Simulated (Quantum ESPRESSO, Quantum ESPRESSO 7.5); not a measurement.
## Work function and surface energy of Na(110) against thickness

How thick must a slab of Na(110) be?

Main program and level: Quantum ESPRESSO 7.5; plane-wave DFT, PBE, GBRV ultrasoft pseudopotentials.

Experimental background.

For Na (polycrystalline sample, no single face), “Anisotropic work function of elemental crystals” (2019, arxiv:1902.07811) quotes earlier work: work function, loosely compared (polycrystalline sample, no single face) 2.75 eV.

Report form: the programs' logs are mostly left out.

### Step 1. The structure

The cell holds 8 atoms: 8 Na. Cell: a = 3.663 Å, b = 3.663 Å, c = 35.937 Å, α = 90.0°, β = 90.0°, γ = 70.5°. It derives from Na. Vacuum lies along c.

Structure file:

```xyz
8
Lattice="2.9911 -2.1150 0.0000 2.9911 2.1150 0.0000 0.0000 0.0000 35.9374" Properties=species:S:1:pos:R:3
Na    0.0000    0.0000    7.5000
Na    2.9911    0.0000   10.4911
Na    0.0000    0.0000   13.4821
Na    2.9911    0.0000   16.4732
Na    0.0000    0.0000   19.4642
Na    2.9911    0.0000   22.4553
Na    0.0000    0.0000   25.4464
Na    2.9911    0.0000   28.4374
```

### Step 2. Running the series

ASE writes the inputs, starts pw.x and reads the results. Under ESM bc1 the zero of energy of a symmetric slab is the vacuum, so the work function is minus the Fermi level.

run.py

```python
import json
import numpy as np
from ase.build import bcc110
from ase.calculators.espresso import Espresso, EspressoProfile

profile = EspressoProfile(command='mpirun -n 4 pw.x -nk 4', pseudo_dir='../pseudo')
pseudopotentials = {'Na': 'na_pbe_v1.5.uspp.F.UPF'}
system = {'ecutwfc': 40, 'ecutrho': 200, 'occupations': 'smearing', 'smearing': 'mv', 'degauss': 0.02}


def calculator(name, kpts, **extra):
    data = dict(control=dict(tprnfor=True, verbosity='high', disk_io='none'),
                system=system | extra,
                electrons=dict(conv_thr=1e-07, mixing_beta=0.4, mixing_mode='local-TF',
                               electron_maxstep=100))
    return Espresso(profile=profile, directory=name, pseudopotentials=pseudopotentials, kpts=kpts, input_data=data)


def centre(atoms):
    z = atoms.positions[:, 2]
    atoms.positions[:, 2] -= (z.max() + z.min()) / 2  # ESM wants the slab about z = 0
    return atoms


rows = []
for n in [3, 4, 5, 6, 7, 8]:
    slab = centre(bcc110('Na', size=(1, 1, n), a=4.23, vacuum=7.5, periodic=True))
    slab.set_initial_magnetic_moments([0.0] * n)
    slab.calc = calculator(f'n{n}', (8, 10, 1), assume_isolated='esm', esm_bc='bc1')
    energy = slab.get_potential_energy()
    work = -slab.calc.get_fermi_level()
    force = slab.get_forces()[-1, 2]
    rows.append([n, energy, work, force])
    print(f'{n} layers: E = {energy:.5f} eV, work function {work:.3f} eV, force on the top atom {force:+.3f} eV/A')

n, energy = np.array(rows)[:, :2].T
slope, offset = np.polyfit(n[1:], energy[1:], 1)
area = np.linalg.norm(np.cross(*slab.cell[:2]))
gamma = offset / (2 * area) * 16.0218
print(f'bulk energy from the slope {slope:.5f} eV an atom; unrelaxed surface energy {gamma:.3f} J/m^2')
json.dump(dict(rows=rows, slope=slope, gamma=gamma), open('result.json', 'w'))
```

On the command line:

```sh
OMP_NUM_THREADS=1 python run.py
```

It took 14 min on 4 MPI ranks of Arm Neoverse V2, shared host; peak memory 1.4 GiB.

Read from the output:

* surface energy: 0.2147 J/m²
* work function of the thickest slab: 2.819 eV

The work function by layers:

```csv
layers,work function (eV)
3.00,2.92
4.00,2.88
5.00,2.82
6.00,2.80
7.00,2.83
8.00,2.82
```

Force on the top atom along the normal against layers:

```csv
layers,force on the top atom along the normal (eV/Å)
3.00,-0.0350
4.00,-0.0361
5.00,-0.0405
6.00,-0.0328
7.00,-0.0248
8.00,-0.0254
```

Energy less the bulk line's slope against layers:

```csv
layers,energy less the bulk line's slope (meV)
3.00,336
4.00,340
5.00,342
6.00,333
7.00,339
8.00,341
```

### Step 3. Running the series: PBE, PseudoDojo norm-conserving

Level of this step: plane-wave DFT, PBE, PseudoDojo norm-conserving pseudopotentials (Quantum ESPRESSO 7.5).

run.py is the input of step 2 with these lines changed:

```diff
@@ -6,4 +6,4 @@
 profile = EspressoProfile(command='mpirun -n 4 pw.x -nk 4', pseudo_dir='../pseudo')
-pseudopotentials = {'Na': 'na_pbe_v1.5.uspp.F.UPF'}
-system = {'ecutwfc': 40, 'ecutrho': 200, 'occupations': 'smearing', 'smearing': 'mv', 'degauss': 0.02}
+pseudopotentials = {'Na': 'Na.dojo-sr-pbe-0.4.1-standard.upf'}
+system = {'ecutwfc': 76, 'ecutrho': 304, 'occupations': 'smearing', 'smearing': 'mv', 'degauss': 0.02}
```

On the command line:

```sh
OMP_NUM_THREADS=1 python run.py
```

It took 40 min on 4 MPI ranks; peak memory 2.7 GiB.

Numbers from this step:

```
surface energy                     : 0.2146 J/m²
work function of the thickest slab : 2.818 eV
```

The work function by layers:

```csv
layers,work function (eV)
3.00,2.92
4.00,2.88
5.00,2.82
6.00,2.80
7.00,2.83
8.00,2.82
```

Table of force on the top atom along the normal by layers:

```csv
layers,force on the top atom along the normal (eV/Å)
3.00,-0.0303
4.00,-0.00970
5.00,-0.0321
6.00,-0.0266
7.00,-0.0359
8.00,-0.00864
```

The energy less the bulk line's slope by layers:

```csv
layers,energy less the bulk line's slope (meV)
3.00,336
4.00,340
5.00,342
6.00,332
7.00,340
8.00,341
```

### Step 4. A check by hand

γ = (E_N − N e_bulk)/(2A). The excess of the thickest slab is 0.341 eV and A = 12.652 Å²: 0.341/(2 × 12.652) × 16.02 = 0.22 J/m² (1 eV/Å² = 16.02 J/m²); the fit's intercept gives 0.21.

### Step 5. Outcome

| Item | Value |
| --- | --- |
| work function of the thickest slab, PBE, GBRV ultrasoft | 2.82 eV |
| unrelaxed surface energy, PBE, GBRV ultrasoft | 0.21 J/m² |
| work function of the thickest slab, PBE, PseudoDojo norm-conserving | 2.82 eV |
| unrelaxed surface energy, PBE, PseudoDojo norm-conserving | 0.21 J/m² |

In words: The thickest slab gives a work function of 2.82 eV and the series an unrelaxed surface energy of 0.21 J/m² (PBE, GBRV ultrasoft). The work function swings by 0.12 eV over 3 to 8 layers and by 0.01 eV over the last step; confined states crossing the Fermi level and the finite mesh both contribute. From 4 layers on it stays within 0.1 eV. The top atom feels almost no force. The slabs are cut from the bulk at the tabulated lattice constant and not relaxed; the surface energy comes from a straight line through the energies of all but the thinnest slab.

Calculation against experiment:

| quantity | measured | PBE, GBRV | PBE, PseudoDojo |
| --- | --- | --- | --- |
| work function, loosely compared (polycrystalline sample, no single face) (eV) | 2.75 | 2.82 (+0.07 eV) | 2.82 (+0.07 eV) |

Measured values from arxiv:1902.07811 (2019).

Verdict: A polycrystal averages over faces, so this is a loose comparison.

[Logs are printed without paths, hosts, clocks, repeated set-up lines and the standing remarks that a program may print on its own settings, such as how far it seeks lower states.]

[Hosts, paths, dates, database ids (printed as entryN), source tags and the programs' standing remarks are cut or masked in the printed files.]

[Maps of the electrostatic potential energy from Ansatz leave out the sawtooth potential of an applied field or a dipole correction, so their vacuum need not be flat; planar profiles and work functions include it.]
